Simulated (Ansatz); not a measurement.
# Li3SI (antiperovskite) (Pm-3m): the gap up the ladder of methods

What gap does each level of theory give for Li3SI (antiperovskite) (Pm-3m), and in what time?

Calculated with Ansatz 0.2.0; density functionals, hybrids and G0W0, plane waves, PAW.

The structure was built from a prototype and need not be the compound's stable phase.

## (1) The structure

It takes space group Pm-3m (No. 221, cubic). The conventional cell has a = 4.737 Å, b = 4.737 Å, c = 4.737 Å, α = 90.00°, β = 90.00°, γ = 90.00°. Nearest to I lie 12 Li at 3.35 Å. Nearest to S lie 6 Li at 2.37 Å. Nearest to Li lie 2 S at 2.37 Å and 4 I at 3.35 Å and 8 Li at 3.35 Å. It derives from I1Li3S1. Farther neighbours and most contacts between anions are not listed.

As a file:

```cif
data_structure
_symmetry_space_group_name_H-M 'P 1'
_symmetry_Int_Tables_number 1
_cell_length_a 4.7368
_cell_length_b 4.7368
_cell_length_c 4.7368
_cell_angle_alpha 90.000
_cell_angle_beta 90.000
_cell_angle_gamma 90.000
_cell_volume 106.28
loop_
_atom_site_label
_atom_site_type_symbol
_atom_site_fract_x
_atom_site_fract_y
_atom_site_fract_z
_atom_site_occupancy
I1 I 0.00000 0.00000 0.00000 1
S2 S 0.50000 0.50000 0.50000 1
Li3 Li 0.50000 0.50000 0.00000 1
Li4 Li 0.50000 0.00000 0.50000 1
Li5 Li 0.00000 0.50000 0.50000 1
```

The structure was relaxed with PBE. The structure type comes from a generator and need not be one that this composition takes. The runs that relaxed it are not among those shown. Spin-orbit coupling is left out unless a step names it. The default PAW set here is soft_2. Its files were made with PBE.

## (2) LDA on the 6×6×6 mesh

This step: DFT, LDA, plane waves, PAW.

File input.yaml:

```yaml
crystal:
  lattice:
    - [4.7368166536, 0.0, 0.0]
    - [0.0, 4.7368166536, 0.0]
    - [0.0, 0.0, 4.7368166536]
  atoms:
    - { symbol: I, position: [0.0, 0.0, 0.0] }
    - { symbol: S, position: [0.5, 0.5, 0.5] }
    - { symbol: Li, position: [0.5, 0.5, 0.0] }
    - { symbol: Li, position: [0.5, 0.0, 0.5] }
    - { symbol: Li, position: [0.0, 0.5, 0.5] }
kpoints:
  mp_grid: { grid: [6, 6, 6] }
  band_path:
    path: [[0.0, 0.0, 0.0], [0.0, 0.5, 0.0], [0.5, 0.5, 0.0], [0.5, 0.5, 0.5]]
    npoints: 1
hamiltonian:
  xc: lda
scf:
  occupations: { method: fixed }
  n_extra_bands: 5
output:
  eigenvalues: true
  forces: true
  stress: true
```

Launch:

```
> ansatz run input.yaml --threads 4 --pin off --max-ram 17510MiB --backend cpu --events-out ev --progress --plain --runs-dir out
```

Numbers of over 12 decimals in the logs are rounded to 6 here.

The log of the run:

```text
scf.n_extra_bands = 5 over 16 filled bands (N_el = 32.0): the run solves 21 bands
Engine: ansatz 0.2.0, aarch64-unknown-linux-gnu
Pseudopotentials: kind: paw
Pseudopotential: I, paw, valence charge 17, recommended cutoff 420 eV (normal), I.paw.azcp
Pseudopotential: S, paw, valence charge 6, recommended cutoff 420 eV (normal), S.paw.azcp
Pseudopotential: Li, paw, valence charge 3, recommended cutoff 420 eV (normal), Li.paw.azcp
Functional definition: SPW92
  exchange = slater_x
  correlation = pw_c
Crystal: 5 atoms, lattice volume = 106.282 Å³
Basis set: ecut = 420 eV, 2103 PW (Γ)
Bands: 21, of which v1, the nominal top of the filled ones, is band 16 counted from 1 (15 counted from 0)
Symmetry: 48 space group operations
Space group: Pm-3m (ITA 221), of the structure as read, at distance tolerance 4.7e-5 Å
k-points: 20 of 216
Non-local potential: I, projectors of the file, l = 0: 2, l = 1: 2, l = 2: 2, l = 3: 2
Non-local potential: S, projectors of the file, l = 0: 2, l = 1: 2, l = 2: 2
Non-local potential: Li, projectors of the file, l = 0: 3, l = 1: 2, l = 2: 1
PAW form: soft (Blöchl's): semilocal exchange-correlation on the pseudo side does not see the compensation charge
PAW frozen core: I, regenerated for the run's functional, and the local potential with it (the file was generated under x = pbe(κ = 0.804, μ = 0.219515), c = pbe(β = 0.066725))
PAW frozen core: S, regenerated for the run's functional, and the local potential with it (the file was generated under x = pbe(κ = 0.804, μ = 0.219515), c = pbe(β = 0.066725))
PAW one-centre angular grid: I, 590 points (default); XC on 64 Gauss nodes
PAW one-centre angular grid: S, 110 points (default); XC on 64 Gauss nodes
PAW one-centre angular grid: Li, 110 points (default); XC on 64 Gauss nodes
Initial density: superposition of atomic densities (neutral atoms: chi_scale 0, normalization atom), corrected by the library's trained network
Initial wavefunctions: pseudopotential atomic-orbital guess
Functional: x = slater, c = lda
SCF iter   1: F=—  HF=-8836.630536 eV  |F-HF|=—  |Δ(HF+E_count)|=         —  Δρ=4.88e-3  dr2=1.32e-2  ethr=1.77e-3  ⟨swp⟩=5.3  Hψ=1918  notcnv=0  defer=52
preconditioner: auto → Resta (q_TF=auto, 2.234 Å⁻¹)  ε∞=3.3  [insulator: Δε(μ)=3.261 eV  Ē_g=9.506 eV  n_scr=18 (ndim 8)  ℏωp=14.4 eV  f_vac=0.000  ε∞_Penn≈3.3]
SCF iter   2: F=—  HF=-8836.616954 eV  |F-HF|=—  |Δ(HF+E_count)|=   1.36e-2  Δρ=2.49e-3  dr2=3.58e-3  ethr=4.11e-5  ⟨swp⟩=2.4  Hψ=852  notcnv=0  defer=57
SCF iter   3: F=—  HF=-8836.614302 eV  |F-HF|=—  |Δ(HF+E_count)|=   2.65e-3  Δρ=3.94e-4  dr2=1.66e-4  ethr=1.12e-5  ⟨swp⟩=2.2  Hψ=774  notcnv=0  defer=55
SCF iter   4: F=—  HF=-8836.614275 eV  |F-HF|=—  |Δ(HF+E_count)|=   2.67e-5  Δρ=1.27e-4  dr2=2.26e-5  ethr=5.18e-7  ⟨swp⟩=2.0  Hψ=662  notcnv=0  defer=55
SCF iter   5: F=—  HF=-8836.614275 eV  |F-HF|=—  |Δ(HF+E_count)|=   5.97e-7  Δρ=3.02e-5  dr2=8.34e-7  ethr=7.05e-8  ⟨swp⟩=2.3  Hψ=536  notcnv=0  defer=50
SCF iter   6: F=-8836.614274 eV  HF=-8836.614274 eV  |F-HF|=4.02e-9  |Δ(HF+E_count)|=   1.25e-7  Δρ=6.62e-6  dr2=4.85e-8  ethr=3.13e-10  ⟨swp⟩=12.1  Hψ=2569  notcnv=0
SCF 1 converged in 6 iterations: F = -8836.614274 eV  dr2 = 4.85e-8
[...]
NSCF: frozen V_eff on 4 k-points
SCF converged after 6 iterations
Free energy (F): -8836.614274 eV
Harris-Foulkes:  -8836.614274 eV  (|F-HF|=4.02e-9)
Internal energy: -8836.614274 eV  (E = F + TS)
E sigma→0 (E₀):  -8836.614274 eV
Fermi energy:    2.807589 eV
--- Per-component energies (eV) ---
  E_band       = -668.916842
  E_kinetic    = 363.138543
  E_local      = -2648.962533  (includes V_loc(G=0)·N_el)
  E_nonlocal   = -155.268675
  E_hartree    = 1245.760204
  E_xc         = -256.316760
  E_vxc        = -259.111220  (∫ρ·V_xc dr)
  E_paw        = -5284.704136  (= ΣΔE_a)
  E_vpaw       = -460.230815  (= ΣTr[D̂ρ^β])
  E_aug_tail   = 0.000207  (compensation charges beyond the density's cutoff)
  E_ewald      = -2101.195537
  E_core_change = 0.934413  (= ΣΔE_core)
  E_smearing   = -0.000000  (= −TS)
  E_closure    = 0.000000  (closes the sum)
  Σ components = -8836.614274   (vs F -8836.614274, Δ=0.00e0)
--- Forces (eV/Å), atoms counted from 1 ---
  atom   1  I     -0.00000000    -0.00000000     0.00000000
  atom   2  S      0.00000000    -0.00000000     0.00000000
  atom   3  Li     0.00000000    -0.00000000     0.00000000
  atom   4  Li     0.00000000    -0.00000000     0.00000000
  atom   5  Li     0.00000000    -0.00000000     0.00000000
  max |Σ_I F_I| component: 2.40e-29 eV/Å
--- Stress (GPa, compression-positive) ---
       -2.217530      -0.000000       0.000000
        0.000000      -2.217530       0.000000
       -0.000000       0.000000      -2.217530
  P = ⅓ Tr σ = -2.2175 GPa (-22.175 kbar)
--- Band table (eV; the first three rows and the last of 20) ---
  k-point 0: bands = [... 12 lower, 0.6685, 2.5719, 2.5719, 2.5719, 6.3106, 7.4205, 7.4205, 11.0661, ... 1 higher]
  k-point 1: bands = [... 12 lower, 0.7834, 2.2123, 2.4426, 2.4426, 6.8086, 7.4608, 7.9482, 10.0265, ... 1 higher]
  k-point 2: bands = [... 12 lower, 1.1062, 1.6479, 2.0828, 2.0828, 7.5522, 7.7389, 9.2806, 9.5789, ... 1 higher]
  k-point 19: bands = [... 12 lower, 0.6207, 1.5785, 1.5785, 1.5785, 9.3198, 9.3198, 9.3198, 9.8447, ... 1 higher]
```

Wall time 0.97 s (4 threads of Arm Neoverse V2, shared host); peak memory 0.38 GiB.

Reading the cycles: dr2 is the Hartree energy of the density residual (eV), the measure of convergence; HF is the Harris–Foulkes estimate of the energy, which meets the free energy F at convergence.

This step gave:

| Property | Result |
| --- | --- |
| pressure | -2.218 GPa |
| gap | 3.301 eV |
| valence top at | M |
| conduction bottom at | M |
| least direct gap | 3.301 eV |

Over mesh and listed points the gap is 3.301 eV, direct, at k = (0.500, 0.500, 0.000).

## (3) PBE on the 6×6×6 mesh

Levels along a band path and on the mesh show where this functional puts the band edges.

This step: DFT, PBE, plane waves, PAW.

Edit input.yaml of step 2 so:

```diff
@@ -14,8 +14,10 @@
   band_path:
-    path: [[0.0, 0.0, 0.0], [0.0, 0.5, 0.0], [0.5, 0.5, 0.0], [0.5, 0.5, 0.5]]
-    npoints: 1
+    path:
+      - [[0.0, 0.0, 0.0], [0.0, 0.5, 0.0], [0.5, 0.5, 0.0], [0.0, 0.0, 0.0], [0.5, 0.5, 0.5], [0.0, 0.5, 0.0]]
+      - [[0.5, 0.5, 0.5], [0.5, 0.5, 0.0]]
+    npoints: 10
 hamiltonian:
-  xc: lda
+  xc: pbe
 scf:
-  occupations: { method: fixed }
+  occupations: { method: fermi_dirac, width: 0.02 }
   n_extra_bands: 5
@@ -25 +27,5 @@
   stress: true
+  write_density: true
+  write_potential: true
+  elf: true
+  volumetric_format: npy
```

The log of the run:

```text
[...]
Crystal: 5 atoms, lattice volume = 106.282 Å³
Basis set: ecut = 420 eV, 2103 PW (Γ), exchange–correlation on 64×64×64 points (8 copies of the dense FFT grid, shifted against one another)
Bands: 21, of which v1, the nominal top of the filled ones, is band 16 counted from 1 (15 counted from 0)
Symmetry: 48 space group operations
[...]
k-points: 20 of 216
[...]
SCF iter   1: F=—  HF=-9035.230735 eV  |F-HF|=—  |Δ(HF+E_count)|=         —  Δρ=5.45e-4  dr2=2.79e-4  ethr=1.77e-3  ⟨swp⟩=7.5  Hψ=2274  notcnv=0
[...]
SCF iter   6: F=-9035.229667 eV  HF=-9035.229667 eV  |F-HF|=2.88e-8  |Δ(HF+E_count)|=   1.48e-7  Δρ=4.45e-6  dr2=2.53e-8  ethr=3.13e-10  ⟨swp⟩=12.8  Hψ=2990  notcnv=0
SCF 1 converged in 6 iterations: F = -9035.229667 eV  dr2 = 2.53e-8
[...]
NSCF: frozen V_eff on 62 k-points
SCF converged after 6 iterations
Free energy (F): -9035.229667 eV
[...]
Internal energy: -9035.229667 eV  (E = F + TS)
E sigma→0 (E₀):  -9035.229667 eV
Fermi energy:    4.784660 eV
[...]
--- Stress (GPa, compression-positive) ---
        0.000006       0.000000       0.000000
       -0.000000       0.000006       0.000000
        0.000000       0.000000       0.000006
  P = ⅓ Tr σ = 0.0000 GPa (0.000 kbar)
--- Band table (eV; the first three rows and the last of 20) ---
  k-point 0: bands = [... 12 lower, 0.9290, 2.7982, 2.7982, 2.7982, 6.7461, 7.7675, 7.7675, 11.3684, ... 1 higher]
  k-point 1: bands = [... 12 lower, 1.0421, 2.4518, 2.6711, 2.6711, 7.2308, 7.8145, 8.2950, 10.4069, ... 1 higher]
  k-point 2: bands = [... 12 lower, 1.3599, 1.8986, 2.3183, 2.3183, 7.9224, 8.1419, 9.6359, 9.9650, ... 1 higher]
  k-point 19: bands = [... 12 lower, 0.8924, 1.8098, 1.8098, 1.8098, 9.7183, 9.7183, 9.7183, 10.1702, ... 1 higher]
```

Elapsed: 1.6 s, on 4 threads; peak memory 0.41 GiB; 5.5 s of CPU time.

This step gave:

```yaml
pressure: 5.82e-6 GPa
filled_bands: 16
gap: 3.515 eV
valence_top_at: M
conduction_bottom_at: M
least_direct_gap: 3.515 eV
```

Over mesh and path the gap is 3.515 eV, direct, at k = (0.500, 0.500, 0.000). PBE against LDA: 3.515 − 3.301 = +0.214 eV, with the same mesh, files and cutoff, and both edges at the same k points.

## (4) PBE+SOC on the 6×6×6 mesh

This run has two-component orbitals with spin-orbit coupling.

This step: DFT, PBE with spin-orbit coupling, plane waves, PAW.

input.yaml, the sections that differ from step 3:

```yaml
kpoints:
  mp_grid: { grid: [6, 6, 6] }
  band_path:
    path: [[0.0, 0.0, 0.0], [0.0, 0.5, 0.0], [0.5, 0.5, 0.0], [0.5, 0.5, 0.5]]
    npoints: 1
scf:
  occupations: { method: fixed }
  n_extra_bands: 10
magnetization:
  noncollinear: true
  spin_orbit: true
output:
  eigenvalues: true
  forces: true
  stress: true
# crystal, hamiltonian: as in step 3
```

The log of the run:

```text
[...]
non-collinear run that drives no moment, with spin-orbit: no starting moment large enough to seed its density (crystal.atoms[].spin), no starting occupations that ask for one, no magnetisation constraint and no magnetic field, so the semilocal B_xc is pinned to zero
Crystal: 5 atoms, lattice volume = 106.282 Å³
[...]
k-point 0: bands = [... 28 lower, 3.0077, 3.0077, 3.0077, 3.0077, 6.7469, 6.7469, 7.7661, 7.7661, ... 6 higher]
  k-point 1: bands = [... 28 lower, 2.7199, 2.7199, 2.8794, 2.8794, 7.2319, 7.2319, 7.8131, 7.8131, ... 6 higher]
  k-point 2: bands = [... 28 lower, 2.2388, 2.2388, 2.5308, 2.5308, 7.9211, 7.9211, 8.1420, 8.1420, ... 6 higher]
  k-point 19: bands = [... 28 lower, 1.8278, 1.8278, 1.8278, 1.8278, 9.3421, 9.3421, 9.8966, 9.8966, ... 6 higher]
[key lines of the parts left out:]
SCF converged after 8 iterations
Magnetization: |M| = 0.0000 μB,  M = (+0.0000, +0.0000, +0.0000) μB
Free energy (F): -9038.267227 eV
Fermi energy:    3.132085 eV
P = ⅓ Tr σ = 0.0160 GPa (0.160 kbar)
```

The job ended after 6.3 s (4 threads; peak memory 0.72 GiB).

Numbers from this step:

```yaml
pressure: 0.01602 GPa
gap: 3.402 eV
valence_top_at: M
conduction_bottom_at: M
least_direct_gap: 3.402 eV
```

Over mesh and listed points the gap is 3.402 eV, direct, at k = (0.500, 0.500, 0.000). PBE+SOC against PBE: 3.402 − 3.515 = −0.113 eV, with the same mesh, set of files (read in its fully relativistic form for the spin-orbit run) and cutoff, and both edges at the same k points. The spin-orbit run sees mesh and listed points alone, so its gap is an upper bound: the coupling can move an edge off these points, and the change over the zone, its sign included where it is small, is not known.

## (5) r2SCAN on the 6×6×6 mesh

r2SCAN is a meta-GGA: it depends on the kinetic-energy density as well as on the density and its gradient.

This step: DFT, r2SCAN, plane waves, PAW.

Edit input.yaml of step 4 so:

```diff
@@ -17,9 +17,6 @@
 hamiltonian:
-  xc: pbe
+  xc: r2scan
 scf:
   occupations: { method: fixed }
-  n_extra_bands: 10
-magnetization:
-  noncollinear: true
-  spin_orbit: true
+  n_extra_bands: 5
 output:
```

The log of the run:

```text
[...]
Crystal: 5 atoms, lattice volume = 106.282 Å³
Basis set: ecut = 500 eV, 2721 PW (Γ), exchange–correlation on 144×144×144 points (64 copies of the dense FFT grid, shifted against one another)
Bands: 21, of which v1, the nominal top of the filled ones, is band 16 counted from 1 (15 counted from 0)
Symmetry: 48 space group operations
[...]
k-points: 20 of 216
[...]
k-point 0: bands = [... 12 lower, 0.6317, 2.5347, 2.5347, 2.5347, 7.2392, 8.0296, 8.0296, 11.6681, ... 1 higher]
  k-point 1: bands = [... 12 lower, 0.7476, 2.2102, 2.4033, 2.4033, 7.7030, 8.0821, 8.5894, 10.8124, ... 1 higher]
  k-point 2: bands = [... 12 lower, 1.0737, 1.6781, 2.0400, 2.0400, 8.2025, 8.5813, 10.0467, 10.3799, ... 1 higher]
  k-point 19: bands = [... 12 lower, 0.5871, 1.5613, 1.5613, 1.5613, 10.1729, 10.1729, 10.1729, 10.5466, ... 1 higher]
[key lines of the parts left out:]
SCF converged after 6 iterations
Free energy (F): -9056.180790 eV
Fermi energy:    2.762894 eV
P = ⅓ Tr σ = -0.0640 GPa (-0.640 kbar)
```

It took 2.3 s on 4 threads; peak memory 0.6 GiB; 8.2 s of CPU time.

Numbers from this step:

| Quantity | Value |
| --- | --- |
| pressure | -0.06398 GPa |
| gap | 4.123 eV |
| valence top at | M |
| conduction bottom at | M |
| least direct gap | 4.123 eV |

Over mesh and listed points the gap is 4.123 eV, direct, at k = (0.500, 0.500, 0.000). r2SCAN against PBE: 4.123 − 3.515 = +0.608 eV. The runs also differ in plane-wave cutoff (420 eV and 500 eV), so how much of this comes from the functional alone is not known.

## (6) HSE06 on the 4×4×4 mesh

HSE06 mixes in a quarter of exact exchange at short range.

This step: DFT, HSE06, plane waves, PAW.

Edit input.yaml of step 5 so:

```diff
@@ -12,3 +12,3 @@
 kpoints:
-  mp_grid: { grid: [6, 6, 6] }
+  mp_grid: { grid: [4, 4, 4] }
   band_path:
@@ -17,3 +17,3 @@
 hamiltonian:
-  xc: r2scan
+  xc: hse06
 scf:
@@ -23,3 +23,5 @@
   eigenvalues: true
-  forces: true
-  stress: true
+  write_density: true
+  write_potential: true
+  elf: true
+  volumetric_format: npy
```

The log of the run:

```text
[...]
davidson cushion auto → on  (no smearing: the cushion is to keep the highest requested band from converging to the state above it; pin scf.eigensolver.cushion to override)
Crystal: 5 atoms, lattice volume = 106.282 Å³
Basis set: ecut = 420 eV, 2103 PW (Γ)
Bands: 21, of which v1, the nominal top of the filled ones, is band 16 counted from 1 (15 counted from 0)
Symmetry: 48 space group operations
[...]
k-points: 10 of 64
[...]
Fermi energy:    2.327050 eV
[...]
--- Band table (eV; the first three rows and the last of 10) ---
  k-point 0: bands = [... 12 lower, 0.0697, 2.1086, 2.1086, 2.1086, 7.0732, 8.0319, 8.0319, 11.8060, ... 1 higher]
  k-point 1: bands = [... 12 lower, 0.3411, 1.4332, 1.8076, 1.8076, 8.0177, 8.1421, 9.2618, 10.5318, ... 1 higher]
  k-point 2: bands = [... 12 lower, 0.9194, 0.9194, 1.1914, 1.1914, 8.2767, 9.1187, 10.5451, 10.5451, ... 1 higher]
  k-point 9: bands = [... 12 lower, 0.1091, 0.9870, 0.9870, 0.9870, 10.1736, 10.1736, 10.1736, 10.5925, ... 1 higher]
[key lines of the parts left out:]
Free energy (F): -9040.976651 eV
```

The job ended after 22 s (4 threads; peak memory 1.8 GiB; 80 s of CPU time).

Numbers from this step:

```
gap                     : 4.484 eV
valence top at          : M
conduction bottom at    : M
least direct gap        : 4.484 eV
exact-exchange fraction : 0.25
```

Over mesh and listed points the gap is 4.484 eV, direct, at k = (0.500, 0.500, 0.000). HSE06 against PBE: 4.484 − 3.515 = +0.969 eV. The runs also differ in mesh (6×6×6 and 4×4×4), so how much of this comes from the functional alone is not known.

## (7) PBE0 on the 4×4×4 mesh

PBE0 mixes in a quarter of exact exchange at all distances.

This step: DFT, PBE0, plane waves, PAW.

Edit input.yaml of step 6 so:

```diff
@@ -17,3 +17,3 @@
 hamiltonian:
-  xc: hse06
+  xc: pbe0
 scf:
```

The log of the run:

```text
[...]
Crystal: 5 atoms, lattice volume = 106.282 Å³
Basis set: ecut = 420 eV, 2103 PW (Γ)
Bands: 21, of which v1, the nominal top of the filled ones, is band 16 counted from 1 (15 counted from 0)
Symmetry: 48 space group operations
[...]
k-points: 10 of 64
[...]
SCF iter   1: F=—  HF=-9035.226296 eV  |F-HF|=—  |Δ(HF+E_count)|=         —  Δρ=4.67e-4  dr2=2.43e-4  ethr=1.77e-3  ⟨swp⟩=4.0  Hψ=1502  notcnv=0
[...]
Fermi energy:    1.956561 eV
[...]
--- Band table (eV; the first three rows and the last of 10) ---
  k-point 0: bands = [... 12 lower, -0.3398, 1.7357, 1.7357, 1.7357, 7.3754, 8.3586, 8.3586, 12.1740, ... 1 higher]
  k-point 1: bands = [... 12 lower, -0.0651, 1.0412, 1.4292, 1.4292, 8.3390, 8.4674, 9.6043, 10.8859, ... 1 higher]
  k-point 2: bands = [... 12 lower, 0.5171, 0.5171, 0.8071, 0.8071, 8.5997, 9.4558, 10.9001, 10.9001, ... 1 higher]
  k-point 9: bands = [... 12 lower, -0.3069, 0.5812, 0.5812, 0.5812, 10.5377, 10.5377, 10.5377, 10.9494, ... 1 higher]
[key lines of the parts left out:]
Free energy (F): -9040.391858 eV
```

Wall time 21 s (4 threads); peak memory 1.8 GiB.

This step gave:

| Property | Result |
| --- | --- |
| gap | 5.165 eV |
| valence top at | M |
| conduction bottom at | M |
| least direct gap | 5.165 eV |
| exact-exchange fraction | 0.25 |

Over mesh and listed points the gap is 5.165 eV, direct, at k = (0.500, 0.500, 0.000). PBE0 against HSE06: 5.165 − 4.484 = +0.681 eV, with the same mesh, files and cutoff, and both edges at the same k points.

(Part 1 of 2 ends here.)

[Paths, hosts, dates, memory and timing lines, banners, echoed tables and standing remarks are left out of the program output.]

[Logs are printed without paths, hosts, clocks, repeated set-up lines and the standing remarks that a program may print on its own settings, such as how far it seeks lower states.]

[Runs of the session that timed out or met a known fault of the program may be left out.]

[Cells called generated may have been cut or substituted from an entry of the Crystallography Open Database or the Materials Project.]

[Hosts, paths, dates, database ids (printed as entryN), source tags and the programs' standing remarks are cut or masked in the printed files.]

[Where an RPA ε∞ is given, it is that of the G0W0 mesh and is not shown converged in it. Names of k-points follow the symmetry that the program found, which can be lower than the space group named. Band edges on a path are those of the sampled points; other points can move an edge, and change direct to indirect where valleys lie close.]

[Hybrid gaps are those of their k-mesh and are not shown converged in it.]
